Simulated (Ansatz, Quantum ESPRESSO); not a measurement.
# TlS (Pm-3m): from the cell to the phonon bands

How does TlS (Pm-3m) vibrate, and is this structure a minimum?

Method: DFT LDA, scalar-relativistic, plane waves, PseudoDojo norm-conserving pseudopotentials, in Quantum ESPRESSO 7.5.

### 1. The starting structure

It takes space group Pm-3m (No. 221, cubic). The conventional cell has a = 3.596 Å, b = 3.596 Å, c = 3.596 Å, α = 90.00°, β = 90.00°, γ = 90.00°. Nearest to Tl lie 8 S at 3.11 Å. Nearest to S lie 8 Tl at 3.11 Å. Farther neighbours and most contacts between anions are not listed.

Structure file:

```cif
data_structure
_symmetry_space_group_name_H-M 'P 1'
_symmetry_Int_Tables_number 1
_cell_length_a 3.5956
_cell_length_b 3.5956
_cell_length_c 3.5956
_cell_angle_alpha 90.000
_cell_angle_beta 90.000
_cell_angle_gamma 90.000
_cell_volume 46.49
loop_
_atom_site_label
_atom_site_type_symbol
_atom_site_fract_x
_atom_site_fract_y
_atom_site_fract_z
_atom_site_occupancy
Tl1 Tl 0.50000 0.50000 0.50000 1
S2 S 0.00000 0.00000 0.00000 1
```

### 2. A first look

A cheap run with smearing and empty bands tells whether the crystal has a gap, which decides between fixed occupations and smearing later on.

The input, probe.in:

```
&CONTROL
  calculation = 'scf'
  prefix      = 'x'
  outdir      = './tmp'
  pseudo_dir  = './pseudo'
  tprnfor     = .true.
  tstress     = .true.
  verbosity   = 'high'
/
&SYSTEM
  ibrav       = 1
  celldm(1)   = 6.79476539
  nat         = 2
  ntyp        = 2
  ecutwfc     = 62.0
  occupations = 'smearing'
  smearing    = 'gaussian'
  degauss     = 0.01
/
&ELECTRONS
  conv_thr         = 1.0d-07
  mixing_beta      = 0.7
  electron_maxstep = 100
/
ATOMIC_SPECIES
 Tl    204.3800  Tl.upf
 S      32.0600  S.upf
ATOMIC_POSITIONS crystal
 Tl     0.500000000   0.500000000   0.500000000
 S      0.000000000   0.000000000   0.000000000
K_POINTS automatic
 6 6 6 0 0 0
```

Launch:

```
$ OMP_NUM_THREADS=1 mpirun -n 4 pw.x -nk 4 -in probe.in > probe.out
```

Log:

```text
[banners, grids, parts of the stress and lines that vanish by symmetry left out]
Program PWSCF v.7.5
     bravais-lattice index     =            1
     lattice parameter (alat)  =       6.7948  a.u.
[...]
kinetic-energy cutoff     =      62.0000  Ry
     charge density cutoff     =     248.0000  Ry
     scf convergence threshold =      1.0E-07
[...]
Exchange-correlation= SLA  PW   NOGX NOGC
                           (   1   4   0   0   0   0   0)
[...]
48 Sym. Ops., with inversion, found
[...]
(     0          1          0      )
                  (     0          0          1      )
[...]
(  0.0000000  1.0000000  0.0000000 )
                  (  0.0000000  0.0000000  1.0000000 )
[...]
(     0         -1          0      )
                  (     0          0          1      )
[...]
(  0.0000000 -1.0000000  0.0000000 )
[...]
(     0          0          1      )
                  (     1          0          0      )
[...]
( -1.0000000  0.0000000  0.0000000 )
                  (  0.0000000  1.0000000  0.0000000 )
[...]
number of k points=    20  Gaussian smearing, width (Ry)=  0.0100
[...]
End of self-consistent calculation
[...]
the Fermi energy is     8.1691 ev
!    total energy              =    -143.46464629 Ry
[...]
convergence has been achieved in   7 iterations
[...]
atom    1 type  1   force =     0.00000000    0.00000000    0.00000000
     atom    2 type  2   force =     0.00000000    0.00000000    0.00000000
[...]
Total force =     0.000000     Total SCF correction =     0.000000
[...]
total   stress  (Ry/bohr**3)                   (kbar)     P=      -50.47
[...]
XML data file, charge density, pseudopotentials, collected wavefunctions

   JOB DONE.
```

The job ended after 2.6 s (4 MPI ranks of Arm Neoverse V2, shared host; 10 s of CPU time).

This step gave:

- volume per atom: 23.24 Å³
- pressure: -5.047 GPa
- gap on the k-mesh: 0 eV

No gap opens on this mesh, so smearing is kept; the start stands at -5.0 GPa.

### 3. Relaxation

Frequencies change by per cents with a per cent of volume, so the structure is first brought to rest at this level of theory.

The input, relax.in:

```
&CONTROL
  calculation   = 'vc-relax'
  prefix        = 'x'
  outdir        = './tmp'
  pseudo_dir    = './pseudo'
  tprnfor       = .true.
  tstress       = .true.
  forc_conv_thr = 2.0d-05
  etot_conv_thr = 1.0d-07
  nstep         = 40
/
&SYSTEM
  ibrav       = 1
  celldm(1)   = 6.79476539
  nat         = 2
  ntyp        = 2
  ecutwfc     = 62.0
  occupations = 'smearing'
  smearing    = 'mv'
  degauss     = 0.02
/
&ELECTRONS
  conv_thr         = 1.0d-11
  mixing_beta      = 0.7
  electron_maxstep = 100
/
&IONS
/
&CELL
  press_conv_thr = 0.1
/
ATOMIC_SPECIES
 Tl    204.3800  Tl.upf
 S      32.0600  S.upf
ATOMIC_POSITIONS crystal
 Tl     0.500000000   0.500000000   0.500000000
 S      0.000000000   0.000000000   0.000000000
K_POINTS automatic
 8 8 8 0 0 0
```

Launch:

```
$ OMP_NUM_THREADS=1 mpirun -n 4 pw.x -nk 4 -in relax.in > relax.out
```

Log:

```text
[banners, grids, parts of the stress and lines that vanish by symmetry left out]
[banner, memory and clock lines left out]
Program PWSCF v.7.5

[...]
kinetic-energy cutoff     =      62.0000  Ry
     charge density cutoff     =     248.0000  Ry
     scf convergence threshold =      1.0E-11
[...]
energy convergence thresh.=      1.0E-07
     force convergence thresh. =      2.0E-05
     press convergence thresh. =      1.0E-01
     Exchange-correlation= SLA  PW   NOGX NOGC
                           (   1   4   0   0   0   0   0)
[...]
48 Sym. Ops., with inversion, found
[...]
number of k points=    35  Marzari-Vanderbilt smearing, width (Ry)=  0.0200
[...]
End of self-consistent calculation
[...]
the Fermi energy is     8.1282 ev
!    total energy              =    -143.46296354 Ry
[...]
convergence has been achieved in   9 iterations
[...]
atom    1 type  1   force =     0.00000000    0.00000000    0.00000000
     atom    2 type  2   force =     0.00000000    0.00000000    0.00000000
     Total force =     0.000000     Total SCF correction =     0.000000
[...]
total   stress  (Ry/bohr**3)                   (kbar)     P=      -49.54
[...]
number of bfgs steps    =   0
[...]
CELL_PARAMETERS (alat=  6.79476539)
[...]
ATOMIC_POSITIONS (crystal)
Tl               0.5000000000        0.5000000000        0.5000000000
S                0.0000000000        0.0000000000        0.0000000000
[...]
New effective cutoffs (rho, wfc):  252.20   63.05
[...]
End of self-consistent calculation
[...]
the Fermi energy is     8.5169 ev
!    total energy              =    -143.46534324 Ry
[...]
convergence has been achieved in   6 iterations
[...]
atom    1 type  1   force =     0.00000000    0.00000000    0.00000000
     atom    2 type  2   force =     0.00000000    0.00000000    0.00000000
     Total force =     0.000000     Total SCF correction =     0.000000
[...]
total   stress  (Ry/bohr**3)                   (kbar)     P=      -39.27
[...]
number of bfgs steps    =   1
[...]
CELL_PARAMETERS (alat=  6.79476539)
[...]
ATOMIC_POSITIONS (crystal)
Tl               0.5000000000        0.5000000000        0.5000000000
S                0.0000000000        0.0000000000        0.0000000000
[...]
New effective cutoffs (rho, wfc):  258.75   64.69
[...]
End of self-consistent calculation
[...]
the Fermi energy is     9.1274 ev
!    total energy              =    -143.46771709 Ry
[...]
convergence has been achieved in   7 iterations
[...]
atom    1 type  1   force =     0.00000000    0.00000000    0.00000000
     atom    2 type  2   force =     0.00000000    0.00000000    0.00000000
     Total force =     0.000000     Total SCF correction =     0.000000
[...]
total   stress  (Ry/bohr**3)                   (kbar)     P=      -20.46
[...]
number of bfgs steps    =   2
[...]
CELL_PARAMETERS (alat=  6.79476539)
[...]
ATOMIC_POSITIONS (crystal)
[...]
New effective cutoffs (rho, wfc):  265.78   66.44
[...]
End of self-consistent calculation
[...]
the Fermi energy is     9.7931 ev
!    total energy              =    -143.46840820 Ry
[...]
convergence has been achieved in   8 iterations
[...]
atom    1 type  1   force =     0.00000000    0.00000000    0.00000000
     atom    2 type  2   force =     0.00000000    0.00000000    0.00000000
     Total force =     0.000000     Total SCF correction =     0.000000
[...]
total   stress  (Ry/bohr**3)                   (kbar)     P=        3.94
[...]
number of bfgs steps    =   3
[...]
CELL_PARAMETERS (alat=  6.79476539)
[...]
ATOMIC_POSITIONS (crystal)
[...]
New effective cutoffs (rho, wfc):  264.65   66.16
[...]
End of self-consistent calculation
[...]
the Fermi energy is     9.6854 ev
!    total energy              =    -143.46843053 Ry
[...]
convergence has been achieved in   6 iterations
[...]
atom    1 type  1   force =     0.00000000    0.00000000    0.00000000
     atom    2 type  2   force =     0.00000000    0.00000000    0.00000000
     Total force =     0.000000     Total SCF correction =     0.000000
[...]
total   stress  (Ry/bohr**3)                   (kbar)     P=       -0.29
[...]
number of bfgs steps    =   4
[...]
CELL_PARAMETERS (alat=  6.79476539)
[...]
ATOMIC_POSITIONS (crystal)
[...]
New effective cutoffs (rho, wfc):  264.73   66.18
[...]
End of self-consistent calculation
[...]
the Fermi energy is     9.6927 ev
!    total energy              =    -143.46843065 Ry
[...]
convergence has been achieved in   5 iterations
[...]
atom    1 type  1   force =     0.00000000    0.00000000    0.00000000
     atom    2 type  2   force =     0.00000000    0.00000000    0.00000000
     Total force =     0.000000     Total SCF correction =     0.000000
[...]
total   stress  (Ry/bohr**3)                   (kbar)     P=       -0.00
[...]
number of bfgs steps    =   5
[...]
small trust_radius: resetting bfgs history
[...]
CELL_PARAMETERS (alat=  6.79476539)
[...]
ATOMIC_POSITIONS (crystal)
[...]
New effective cutoffs (rho, wfc):  264.73   66.18
[...]
End of self-consistent calculation
[...]
the Fermi energy is     9.6927 ev
!    total energy              =    -143.46843065 Ry
[...]
convergence has been achieved in   1 iterations
[...]
atom    1 type  1   force =     0.00000000    0.00000000    0.00000000
     atom    2 type  2   force =     0.00000000    0.00000000    0.00000000
     Total force =     0.000000     Total SCF correction =     0.000000
[...]
total   stress  (Ry/bohr**3)                   (kbar)     P=       -0.00
[...]
bfgs converged in   7 scf cycles and   6 bfgs steps
[...]
End of BFGS Geometry Optimization
     Final enthalpy           =    -143.4684306537 Ry
     File ./tmp/x.bfgs deleted, as requested
[...]
CELL_PARAMETERS (alat=  6.79476539)
[...]
ATOMIC_POSITIONS (crystal)
Tl               0.5000000000        0.5000000000        0.5000000000
S                0.0000000000        0.0000000000        0.0000000000
[...]
Final scf calculation at the relaxed structure.
[...]
kinetic-energy cutoff     =      62.0000  Ry
     charge density cutoff     =     248.0000  Ry
     scf convergence threshold =      1.0E-13
[...]
press convergence thresh. =      1.0E-01
     Exchange-correlation= SLA  PW   NOGX NOGC
                           (   1   4   0   0   0   0   0)
[...]
48 Sym. Ops., with inversion, found
[...]
number of k points=    35  Marzari-Vanderbilt smearing, width (Ry)=  0.0200
[...]
End of self-consistent calculation
[...]
the Fermi energy is     9.6927 ev
!    total energy              =    -143.46840424 Ry
[...]
convergence has been achieved in  11 iterations
[...]
atom    1 type  1   force =     0.00000000    0.00000000    0.00000000
     atom    2 type  2   force =     0.00000000    0.00000000    0.00000000
     Total force =     0.000000     Total SCF correction =     0.000000
[...]
total   stress  (Ry/bohr**3)                   (kbar)     P=       -0.12
[...]
XML data file, charge density, pseudopotentials, collected wavefunctions
```

Elapsed: 25 s, on 4 MPI ranks; 98 s of CPU time.

Relaxation path:

```
step  energy less that of the first step (eV)  largest force (eV/Å)  pressure (GPa)  volume (Å³)
   1                                   0.0000                0.0000           -4.95        46.49
   2                                  -0.0324                0.0000           -3.93        45.32
   3                                  -0.0647                0.0000           -2.05        43.61
   4                                  -0.0741                0.0000            0.39        41.90
   5                                  -0.0744                0.0000           -0.03        42.16
   6                                  -0.0744                0.0000            0.00        42.15
   7                                  -0.0744                0.0000            0.00        42.15
   8                                  -0.0740                0.0000           -0.01        42.15
```

```
conventional cell, symmetrised  before  after  change
                         a (Å)   3.596  3.480  -3.2 %
                         b (Å)   3.596  3.480  -3.2 %
                         c (Å)   3.596  3.480  -3.2 %
              volume (Å³/atom)   23.24  21.07  -9.3 %
```

The relaxed structure:

```xyz
2
Lattice="3.4800 0.0000 0.0000 0.0000 3.4800 0.0000 0.0000 0.0000 3.4800" Properties=species:S:1:pos:R:3 pbc="T T T"
Tl    1.7400    1.7400    1.7400
S     0.0000    0.0000    0.0000
```

The last row of the table of steps is pw.x's closing run on a basis chosen anew for the final cell, so its energy can jump.

Read from the output:

```
volume per atom : 21.07 Å³
pressure        : -0.01200 GPa
```

The volume changes by -9.3 % from the cell with which this run began.

### 4. Ground state

Perturbation theory inherits every error of the wavefunctions, so the threshold is set near the limit of the arithmetic. Smearing stays on, as the first look found no gap above 0.3 eV.

The input, scf.in:

```
&CONTROL
  calculation = 'scf'
  prefix      = 'x'
  outdir      = './tmp'
  pseudo_dir  = './pseudo'
  tprnfor     = .true.
  tstress     = .true.
/
&SYSTEM
  ibrav       = 1
  celldm(1)   = 6.57629249
  nat         = 2
  ntyp        = 2
  ecutwfc     = 62.0
  occupations = 'smearing'
  smearing    = 'mv'
  degauss     = 0.02
/
&ELECTRONS
  conv_thr         = 1.0d-12
  mixing_beta      = 0.7
  electron_maxstep = 100
/
ATOMIC_SPECIES
 Tl    204.3800  Tl.upf
 S      32.0600  S.upf
ATOMIC_POSITIONS crystal
 Tl     0.500000000   0.500000000   0.500000000
 S      0.000000000   0.000000000   0.000000000
K_POINTS automatic
 8 8 8 0 0 0
```

Launch:

```
$ OMP_NUM_THREADS=1 mpirun -n 4 pw.x -nk 4 -in scf.in > scf.out
```

Log:

```text
[banners, grids, parts of the stress and lines that vanish by symmetry left out]
[banner, memory and clock lines left out]
Program PWSCF v.7.5

[...]
kinetic-energy cutoff     =      62.0000  Ry
     charge density cutoff     =     248.0000  Ry
     scf convergence threshold =      1.0E-12
[...]
Exchange-correlation= SLA  PW   NOGX NOGC
                           (   1   4   0   0   0   0   0)
[...]
48 Sym. Ops., with inversion, found
[...]
number of k points=    35  Marzari-Vanderbilt smearing, width (Ry)=  0.0200
[...]
End of self-consistent calculation
[...]
the Fermi energy is     9.6927 ev
!    total energy              =    -143.46840424 Ry
[...]
convergence has been achieved in  10 iterations
[...]
atom    1 type  1   force =     0.00000000    0.00000000    0.00000000
     atom    2 type  2   force =     0.00000000    0.00000000    0.00000000
     Total force =     0.000000     Total SCF correction =     0.000000
[...]
total   stress  (Ry/bohr**3)                   (kbar)     P=       -0.12
[...]
XML data file, charge density, pseudopotentials, collected wavefunctions
```

The job ended after 5 s (4 MPI ranks).

The cell stands at -0.012 GPa, close enough for phonons.

### 5. Levels on a dense mesh

The coupling is a sum over pairs of states at the Fermi level and needs a much denser mesh than the density does.

scf_fit.in, as its differences from scf.in of step 4:

```diff
@@ -17,5 +17,6 @@
   degauss     = 0.02
+  la2F        = .true.
 /
 &ELECTRONS
-  conv_thr         = 1.0d-12
+  conv_thr         = 1.0d-10
   mixing_beta      = 0.7
@@ -30,2 +31,2 @@
 K_POINTS automatic
- 8 8 8 0 0 0
+ 16 16 16 0 0 0
```

Launch:

```
$ OMP_NUM_THREADS=1 mpirun -n 4 pw.x -nk 4 -in scf_fit.in > scf_fit.out
```

Log:

```text
[banners, grids, parts of the stress and lines that vanish by symmetry left out]
[banner, memory and clock lines left out]
Program PWSCF v.7.5

[...]
kinetic-energy cutoff     =      62.0000  Ry
     charge density cutoff     =     248.0000  Ry
     scf convergence threshold =      1.0E-10
[...]
Exchange-correlation= SLA  PW   NOGX NOGC
                           (   1   4   0   0   0   0   0)
[...]
48 Sym. Ops., with inversion, found
[...]
number of k points=   165  Marzari-Vanderbilt smearing, width (Ry)=  0.0200
[...]
End of self-consistent calculation
[...]
the Fermi energy is     9.6883 ev
!    total energy              =    -143.46930628 Ry
[...]
convergence has been achieved in   9 iterations
[...]
atom    1 type  1   force =     0.00000000    0.00000000    0.00000000
     atom    2 type  2   force =     0.00000000    0.00000000    0.00000000
     Total force =     0.000000     Total SCF correction =     0.000000
[...]
total   stress  (Ry/bohr**3)                   (kbar)     P=       -2.90
[...]
XML data file, charge density, pseudopotentials, collected wavefunctions
```

Run time: 19 s. Hardware: 4 MPI ranks; 76 s of CPU time.

Read from the output:

| Property | Result |
| --- | --- |
| pressure | -0.29 GPa |

### 6. Self-consistent run for the response

The run on the dense mesh left its levels for the electron-phonon sums; ph.x needs the ground state on the coarse mesh, so pw.x runs once more in the same folder.

scf.in is that of step 4.

Launch:

```
$ OMP_NUM_THREADS=1 mpirun -n 4 pw.x -nk 4 -in scf.in > scf.out
```

Log:

```text
[banners, grids, parts of the stress and lines that vanish by symmetry left out]
[banner, memory and clock lines left out]
Program PWSCF v.7.5

[...]
kinetic-energy cutoff     =      62.0000  Ry
     charge density cutoff     =     248.0000  Ry
     scf convergence threshold =      1.0E-12
[...]
Exchange-correlation= SLA  PW   NOGX NOGC
                           (   1   4   0   0   0   0   0)
[...]
48 Sym. Ops., with inversion, found
[...]
number of k points=    35  Marzari-Vanderbilt smearing, width (Ry)=  0.0200
[...]
End of self-consistent calculation
[...]
the Fermi energy is     9.6927 ev
!    total energy              =    -143.46840424 Ry
[...]
convergence has been achieved in  10 iterations
[...]
atom    1 type  1   force =     0.00000000    0.00000000    0.00000000
     atom    2 type  2   force =     0.00000000    0.00000000    0.00000000
     Total force =     0.000000     Total SCF correction =     0.000000
[...]
total   stress  (Ry/bohr**3)                   (kbar)     P=       -0.12
[...]
XML data file, charge density, pseudopotentials, collected wavefunctions
```

Run time: 5.2 s. Hardware: 4 MPI ranks; 20 s of CPU time.

This step gave:

| Property | Result |
| --- | --- |
| pressure | -0.01200 GPa |

(Part 1 of 3 ends here.)

[Host names and launcher messages were left out of these logs when they were recorded.]

[Logs are printed without paths, hosts, clocks, repeated set-up lines and the standing remarks that a program may print on its own settings, such as how far it seeks lower states.]

[Hosts, paths, dates, database ids (printed as entryN), source tags and the programs' standing remarks are cut or masked in the printed files.]
